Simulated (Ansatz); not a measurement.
# SrLiH3 (model cell, started as cubic perovskite with Sr in the octahedra): a soft mode frozen in, part 2 of 3

Aim: this structure of SrLiH3 (model cell, started as cubic perovskite with Sr in the octahedra) is to be tested for unstable modes, and one is followed downhill.

Ansatz 0.2.0; DFT PBEsol, scalar-relativistic, plane waves, PAW; PAW set soft_1.

So far, highest frequency on path, mesh or solved points (cm⁻¹): step 2 (response at finite wavevector) 1389. Also lowest frequency on the path (cm⁻¹): step 2 -560.

The structure was built from a prototype and need not be the compound's stable phase.

**4. The mode frozen in, largest atomic shift 0.6 Å**

The atoms are moved along the unstable eigenvector, the largest shift by 0.6 Å, with the cell fixed.

File input.yaml:

```yaml
crystal:
  lattice:
    - [4.5923518809, 4.5923518809, 0.0]
    - [4.5923518809, 0.0, 4.5923518809]
    - [4.5923518809, 0.0, -4.5923518809]
  atoms:
    - { symbol: Li, position: [0.0, 0.0, 0.0] }
    - { symbol: Li, position: [0.0, 0.5, 0.5] }
    - { symbol: Sr, position: [0.5, 0.25, 0.75] }
    - { symbol: Sr, position: [0.5, 0.75, 0.25] }
    - { symbol: H, position: [0.5, -0.0653260046, -0.0653260046] }
    - { symbol: H, position: [0.5, 0.5653260046, 0.5653260046] }
    - { symbol: H, position: [0.0, 0.5, 0.0] }
    - { symbol: H, position: [0.0, 0.0, 0.5] }
    - { symbol: H, position: [0.5, 0.0653260046, 0.4346739954] }
    - { symbol: H, position: [0.5, 0.4346739954, 0.0653260046] }
kpoints:
  mp_grid: { grid: [6, 6, 6] }
hamiltonian:
  xc: pbesol
  pseudopotentials: { kind: paw, azcp: { folder: soft_1 }, xc_functional: pbe }
scf:
  occupations: { method: gaussian, width: 0.02 }
output:
  forces: true
  stress: true
  eigenvalues: true
```

The run is started by

```console
> ansatz run input.yaml --threads 8 --pin off --max-ram 16384MiB --backend cpu --events-out ev --progress --plain --runs-dir out
```

Standard output:

```text
[...]
Crystal: 10 atoms, lattice volume = 193.703 Å³
Basis set: ecut = 420 eV, 3767 PW (Γ), exchange–correlation on 90×90×90 points (8 copies of the dense FFT grid, shifted against one another)
Bands: 26, of which v1, the nominal top of the filled ones, is band 16 counted from 1 (15 counted from 0)
Symmetry: 16 space group operations
[...]
k-points: 30 of 216
[...]
k-point 0: bands = [... 12 lower, -0.3446, 0.6516, 0.7289, 0.7289, 3.0153, 3.0153, 3.4418, 5.1856, ... 4 higher]
  k-point 1: bands = [... 12 lower, -0.3045, 0.3448, 0.5872, 0.6223, 3.1249, 3.2028, 3.5872, 5.1981, ... 4 higher]
  k-point 2: bands = [... 12 lower, -0.1910, -0.1331, 0.3632, 0.3868, 3.3861, 3.6693, 3.9296, 4.4217, ... 4 higher]
  k-point 29: bands = [... 12 lower, -0.4647, -0.2395, 0.3270, 0.3270, 3.1602, 4.6489, 5.2076, 5.2076, ... 4 higher]
[key lines of the parts left out:]
SCF converged after 8 iterations
Free energy (F): -7485.268143 eV
Fermi energy:    1.566036 eV
P = ⅓ Tr σ = -1.1838 GPa (-11.838 kbar)
```

The job ended after 1.2 s (8 threads of Intel Xeon at 2.60GHz (Ice Lake), shared host; peak memory 0.69 GiB).

This step gave:

```yaml
pressure: -1.184 GPa
gap_on_the_k_mesh: 1.674 eV
energy_from_the_undistorted_cell: -59.59 meV/atom
```

The energy, extrapolated to zero smearing, is -59.59 meV/atom against the undistorted cell.

The run ends at a pressure of -1.18 GPa, with forces up to 0.33 eV/Å.

**5. Energy along the mode, all amplitudes (two of the runs are shown above)**

An imaginary frequency means negative curvature, so the energy should fall and then rise again as anharmonic terms take over.

This step gave:

```yaml
depth_at_the_lowest_point_sampled: 59.59 meV/atom
largest_atomic_shift_at_that_point: 0.6 Å
```

The energy from the parent by largest atomic shift:

```
largest atomic shift (Å)  energy from the parent (meV/atom)
                   0.000                                  0
                   0.040                             -0.371
                   0.080                              -1.48
                   0.140                              -4.47
                   0.220                              -10.7
                   0.320                              -21.6
                   0.450                              -38.9
                   0.600                              -59.6
```

Displacement at unit largest shift by atom:

```
atom  x (Å)  y (Å)  z (Å)  size
 Li1   0.00   0.00   0.00  0.00
 Li2   0.00   0.00   0.00  0.00
 Sr3   0.00   0.00   0.00  0.00
 Sr4   0.00   0.00   0.00  0.00
  H5  -1.00   0.00   0.00  1.00
  H6   1.00   0.00   0.00  1.00
  H7   0.00   0.00   0.00  0.00
  H8   0.00   0.00   0.00  0.00
  H9   0.00   0.00   1.00  1.00
 H10   0.00   0.00  -1.00  1.00
```

The energy still falls at the last step, so the rise lies beyond the steps tried.

**6. Relaxation from the frozen mode**

Starting from the lowest point found, all atoms and the cell are let go, so that strain and other modes of the same symmetry can join in.

Edit input.yaml of step 4 so:

```diff
@@ -22,3 +22,3 @@
 scf:
-  occupations: { method: gaussian, width: 0.02 }
+  occupations: { method: fixed }
 output:
@@ -27 +27,6 @@
   eigenvalues: true
+relax:
+  adjacent_minimum: "off"
+  f_tol: 0.002
+  max_steps: 120
+  cell: { stress_tol: 0.03 }
```

Standard output:

```text
[...]
Crystal: 10 atoms, lattice volume = 193.703 Å³
Basis set: ecut = 420 eV, 3767 PW (Γ), exchange–correlation on 90×90×90 points (8 copies of the dense FFT grid, shifted against one another)
Bands: 26, of which v1, the nominal top of the filled ones, is band 16 counted from 1 (15 counted from 0)
Symmetry: 16 space group operations
[...]
k-points: 30 of 216
[...]
SCF iter   1: F=—  HF=-7487.641255 eV  |F-HF|=—  |Δ(HF+E_count)|=         —  Δρ=4.90e-2  dr2=6.87e0  ethr=3.10e-3  ⟨swp⟩=5.8  Hψ=3597  notcnv=0  defer=207
[...]
SCF iter   8: F=-7485.268143 eV  HF=-7485.268143 eV  |F-HF|=4.65e-9  |Δ(HF+E_count)|=   4.91e-8  Δρ=3.13e-6  dr2=1.06e-8  ethr=3.13e-10  ⟨swp⟩=18.5  Hψ=7003  notcnv=0
SCF 1 converged in 8 iterations: F = -7485.268143 eV  dr2 = 1.06e-8
[...]
relax step   1: F+E_penalty+E_count = -7485.26814331 eV  Δ(F+E_penalty+E_count) = +0.000e0 eV  max|allowed force component| = 3.260e-1 eV/Å  Δτ_max = 0.0000 Å  P = -1.184 GPa  Ω = 193.703 Å³  (8 SCF iters, dr2 threshold 1.00e-7 eV, accepted)
Crystal: 10 atoms, lattice volume = 185.895 Å³
Basis set: ecut = 420 eV, 3695 PW (Γ), exchange–correlation on 90×90×90 points (8 copies of the dense FFT grid, shifted against one another)
[...]
iter 1 solved again at ethr=4.93e-4 eV; its pass at ethr=3.10e-3 eV (dr2=1.58e-1 eV) is discarded
[...]
SCF iter   5: F=-7485.539817 eV  HF=-7485.539817 eV  |F-HF|=2.46e-7  |Δ(HF+E_count)|=   2.06e-5  Δρ=1.70e-5  dr2=5.44e-7  ethr=3.12e-9  ⟨swp⟩=14.3  Hψ=6630  notcnv=0
the search or the solves at the SCF's close seem to have found levels that the self-consistency loop had missed (the run counts 1). By its estimate they hold under 1e-12 electrons; where the run keeps them, the occupations were computed again with them
SCF 2 converged in 5 iterations: F = -7485.539817 eV  dr2 = 5.44e-7
relax step   2: F+E_penalty+E_count = -7485.53981748 eV  Δ(F+E_penalty+E_count) = -2.717e-1 eV  max|allowed force component| = 2.096e-1 eV/Å  Δτ_max = 0.1955 Å  P = -1.023 GPa  Ω = 185.895 Å³  energy of the carried Pulay correction = +2.019e-3 eV  (5 SCF iters, dr2 threshold 1.00e-6 eV, accepted)
Crystal: 10 atoms, lattice volume = 172.063 Å³
Basis set: ecut = 420 eV, 3367 PW (Γ), exchange–correlation on 90×90×90 points (8 copies of the dense FFT grid, shifted against one another)
[...]
SCF iter   5: F=-7485.665075 eV  HF=-7485.665075 eV  |F-HF|=1.65e-7  |Δ(HF+E_count)|=   2.86e-5  Δρ=1.79e-5  dr2=5.18e-7  ethr=3.12e-9  ⟨swp⟩=15.4  Hψ=6713  notcnv=0
[...]
SCF 3 converged in 5 iterations: F = -7485.665075 eV  dr2 = 5.18e-7
relax step   3: F+E_penalty+E_count = -7485.66507509 eV  Δ(F+E_penalty+E_count) = -1.253e-1 eV  max|allowed force component| = 3.512e-2 eV/Å  Δτ_max = 0.1950 Å  P = +0.155 GPa  Ω = 172.063 Å³  energy of the carried Pulay correction = +5.810e-3 eV  (5 SCF iters, dr2 threshold 1.00e-6 eV, accepted)
[...]
relax step   4: F+E_penalty+E_count = -7485.66747368 eV  Δ(F+E_penalty+E_count) = -2.399e-3 eV  max|allowed force component| = 1.592e-3 eV/Å  Δτ_max = 0.0210 Å  P = -0.017 GPa  Ω = 173.405 Å³  energy of the carried Pulay correction = +5.429e-3 eV  (5 SCF iters, dr2 threshold 4.67e-7 eV, accepted)
[...]
relax step   5: F+E_penalty+E_count = -7485.66756106 eV  Δ(F+E_penalty+E_count) = -8.738e-5 eV  max|allowed force component| = 1.673e-3 eV/Å  Δτ_max = 0.0003 Å  P = +0.010 GPa  Ω = 173.282 Å³  energy of the carried Pulay correction = +5.464e-3 eV  (4 SCF iters, dr2 threshold 1.45e-8 eV, accepted)
[...]
SCF iter   5: F=-7485.663667 eV  HF=-7485.663667 eV  |F-HF|=9.09e-13  |Δ(HF+E_count)|=  2.64e-11  Δρ=8.81e-8  dr2=1.42e-11  ethr=1.00e-12  ⟨swp⟩=18.7  Hψ=6811  notcnv=0
SCF 6 converged in 5 iterations: F = -7485.663667 eV  dr2 = 1.42e-11
relax step   6: F+E_penalty+E_count = -7485.66366684 eV  Δ(F+E_penalty+E_count) = +3.894e-3 eV  max|allowed force component| = 1.828e-3 eV/Å  Δτ_max = 0.0000 Å  P = -0.013 GPa  Ω = 173.282 Å³  stress off target by 1.48e-2 GPa  SCF on the basis re-selected at this cell (its energy is not comparable with the rows above)  (5 SCF iters)
basis re-selected at this cell: Δ(F+E_penalty+E_count) = +3.894e-3 eV, ΔP = -0.023 GPa vs the last step (what re-selecting the basis moved, of the pressure what is left beyond the Pulay correction that the steps carried, after the strain that the cell walked since its last selection, with what the two solves' SCF thresholds leave and, on support functions, any second-order correction that the steps lacked; it is no m [...]
SCF converged after 5 iterations
Free energy (F): -7485.663667 eV
[...]
Internal energy: -7485.663667 eV  (E = F + TS)
E sigma→0 (E₀):  -7485.663667 eV
Fermi energy:    1.665802 eV
[...]
--- Forces (eV/Å), atoms counted from 1 ---
  atom   1  Li     0.00000000     0.00000000     0.00000000
  atom   2  Li    -0.00000000    -0.00000000    -0.00000000
  atom   3  Sr    -0.00000000     0.00000000     0.00000000
  atom   4  Sr     0.00000000    -0.00000000     0.00000000
  atom   5  H     -0.00182810     0.00000000    -0.00000000
  atom   6  H      0.00182810    -0.00000000     0.00000000
  atom   7  H     -0.00000000    -0.00000000    -0.00000000
  atom   8  H      0.00000000     0.00000000    -0.00000000
  atom   9  H     -0.00000000    -0.00000000     0.00182810
  atom  10  H      0.00000000     0.00000000    -0.00182810
  max |Σ_I F_I| component: 6.51e-19 eV/Å
--- Stress (GPa, compression-positive) ---
       -0.014791       0.000000       0.000000
        0.000000      -0.008909      -0.000000
        0.000000      -0.000000      -0.014791
  P = ⅓ Tr σ = -0.0128 GPa (-0.128 kbar)
--- Band table (eV; the first three rows and the last of 30) ---
  k-point 0: bands = [... 12 lower, -0.0727, 1.2768, 1.6658, 1.6658, 3.4849, 3.4849, 4.3775, 6.0118, ... 6 higher]
  k-point 1: bands = [... 12 lower, -0.0252, 0.9992, 1.4404, 1.5252, 3.6266, 3.6852, 4.5184, 6.0689, ... 6 higher]
  k-point 2: bands = [... 12 lower, 0.0994, 0.4172, 1.1499, 1.2366, 3.9656, 4.1587, 4.6869, 5.2197, ... 6 higher]
  k-point 29: bands = [... 12 lower, -0.4502, 0.2906, 1.2144, 1.2144, 4.5204, 5.4652, 5.7946, 5.7946, ... 6 higher]
--- Relaxed structure (5 steps of the walk, 5 accepted, 1 SCFs on fresh bases) ---
  F+E_penalty+E_count = -7485.66366684 eV   max|allowed force component| = 1.828e-3 eV/Å   (the final SCF, on the basis selected at the relaxed cell)
  cell:  # Å, volume = 173.2816 Å³
    - [4.426354, 4.422116, 0]
    - [4.426354, 0, 4.426354]
    - [4.426354, 0, -4.426354]
  atoms:
    - { symbol: Li, position: [0, 6.043870e-19, 0] }
    - { symbol: Li, position: [0, 0.5, 0.5] }
    - { symbol: Sr, position: [0.5, 0.250000, 0.75] }
    - { symbol: Sr, position: [0.5, 0.75, 0.250000] }
    - { symbol: H, position: [0.5, -0.105585, -0.105585] }
    - { symbol: H, position: [0.5, 0.605585, 0.605585] }
    - { symbol: H, position: [0, 0.5, 0.0] }
    - { symbol: H, position: [0, 0.0, 0.5] }
    - { symbol: H, position: [0.5, 0.105585, 0.394415] }
    - { symbol: H, position: [0.5, 0.394415, 0.105585] }
```

It took 7.5 s on 8 threads; peak memory 0.75 GiB; 50 s of CPU time.

The steps of the relaxation:

```
step  energy less that of the first step (eV)  largest force component (eV/Å)  pressure (GPa)  volume (Å³)
   1                                   0.0000                          0.3260           -1.18       193.70
   2                                  -0.2717                          0.2096           -1.02       185.90
   3                                  -0.3969                          0.0351            0.16       172.06
   4                                  -0.3993                          0.0016           -0.02       173.41
   5                                  -0.3994                          0.0017            0.01       173.28
  6*                                  -0.3955                          0.0018           -0.01       173.28
```

Relaxation steps marked * repeat the geometry before them on a plane-wave basis chosen anew for their cell, so energy and pressure can jump there.

Forces are held to the 16 operations that the program found; a distortion that breaks them can't arise in this run.

```
conventional cell, symmetrised  before  after   change
                         a (Å)   6.495  6.260   -3.6 %
                         b (Å)   6.495  6.260   -3.6 %
                         c (Å)   9.185  8.844   -3.7 %
              volume (Å³/atom)   19.37  17.33  -10.5 %
```

The atoms that moved most (Å, as changes of fractional coordinates times the final cell):

```
atom      dx     dy      dz  length
  H6   0.356  0.000   0.000   0.356
  H5  -0.356  0.000   0.000   0.356
  H9   0.000  0.000   0.356   0.356
 H10   0.000  0.000  -0.356   0.356
```

Read from the output:

```
pressure          : -0.01283 GPa
gap on the k-mesh : 1.215 eV
volume per atom   : 17.33 Å³
```

The distorted start has space group I4/mcm; the relaxation ends in I4/mcm.

**7. The new phase in its own primitive cell**

The relaxed structure is symmetrised, reduced to its primitive cell and relaxed tightly, as its phonons need.

input.yaml, the sections that differ from step 6:

```yaml
crystal:
  lattice:
    - [-3.1299049874, 3.1299049874, 4.4221155937]
    - [3.1299049874, -3.1299049874, 4.4221155937]
    - [3.1299049874, 3.1299049874, -4.4221155937]
  atoms:
    - { symbol: Li, position: [0.75, 0.25, 0.5] }
    - { symbol: Li, position: [0.25, 0.75, 0.5] }
    - { symbol: Sr, position: [0.5, 0.5, 0.0] }
    - { symbol: Sr, position: [0.0, 0.0, 0.0] }
    - { symbol: H, position: [0.6444148464, 0.8555851536, 0.5] }
    - { symbol: H, position: [0.3555851536, 0.1444148464, 0.5] }
    - { symbol: H, position: [0.75, 0.75, 0.0] }
    - { symbol: H, position: [0.25, 0.25, 0.0] }
    - { symbol: H, position: [0.1444148464, 0.6444148464, 0.7888296928] }
    - { symbol: H, position: [0.8555851536, 0.3555851536, 0.2111703072] }
relax:
  adjacent_minimum: "off"
  f_tol: 0.001
  max_steps: 60
  cell: { stress_tol: 0.01 }
# kpoints, hamiltonian, scf, output: as in step 6
```

Standard output:

```text
[...]
Crystal: 10 atoms, lattice volume = 173.282 Å³
Basis set: ecut = 420 eV, 3383 PW (Γ), exchange–correlation on 90×90×90 points (8 copies of the dense FFT grid, shifted against one another)
Bands: 26, of which v1, the nominal top of the filled ones, is band 16 counted from 1 (15 counted from 0)
Symmetry: 16 space group operations
[...]
k-points: 30 of 216
[...]
- { symbol: Li, position: [0.250000, 0.750000, 0.500000] }
    - { symbol: Sr, position: [0.500000, 0.500000, 0] }
    - { symbol: Sr, position: [0, 0, 0] }
    - { symbol: H, position: [0.644286, 0.855714, 0.500000] }
    - { symbol: H, position: [0.355714, 0.144286, 0.500000] }
    - { symbol: H, position: [0.75, 0.75, 0] }
    - { symbol: H, position: [0.250000, 0.250000, 0] }
    - { symbol: H, position: [0.144286, 0.644286, 0.788572] }
    - { symbol: H, position: [0.855714, 0.355714, 0.211428] }
[key lines of the parts left out:]
SCF converged after 5 iterations
Free energy (F): -7485.663666 eV
Fermi energy:    1.672262 eV
P = ⅓ Tr σ = -0.0024 GPa (-0.024 kbar)
```

Elapsed: 3.3 s, on 8 threads; peak memory 0.71 GiB; 22 s of CPU time.

Little changed from the start: no atom moved by 0.005 Å and no cell edge by 0.1 %.

Numbers from this step:

```
pressure           : -0.002393 GPa
gap on the k-mesh  : 1.211 eV
volume per atom    : 17.32 Å³
direct gap on mesh : 1.815 eV
```

The largest force component left is 0.051 meV/Å and the pressure is -0.002 GPa, within the tolerances set. The cell now holds 17.32 Å³/atom.

(Continued in part 3 of 3.)

[Long decimals in the printed logs are rounded to 6 places.]

[Logs are printed without paths, hosts, clocks, repeated set-up lines and the standing remarks that a program may print on its own settings, such as how far it seeks lower states.]

[Hosts, paths, dates, database ids (printed as entryN), source tags and the programs' standing remarks are cut or masked in the printed files.]

[Where the starting crystal was built by hand or by swapping elements, it need not be the compound's stable phase.]
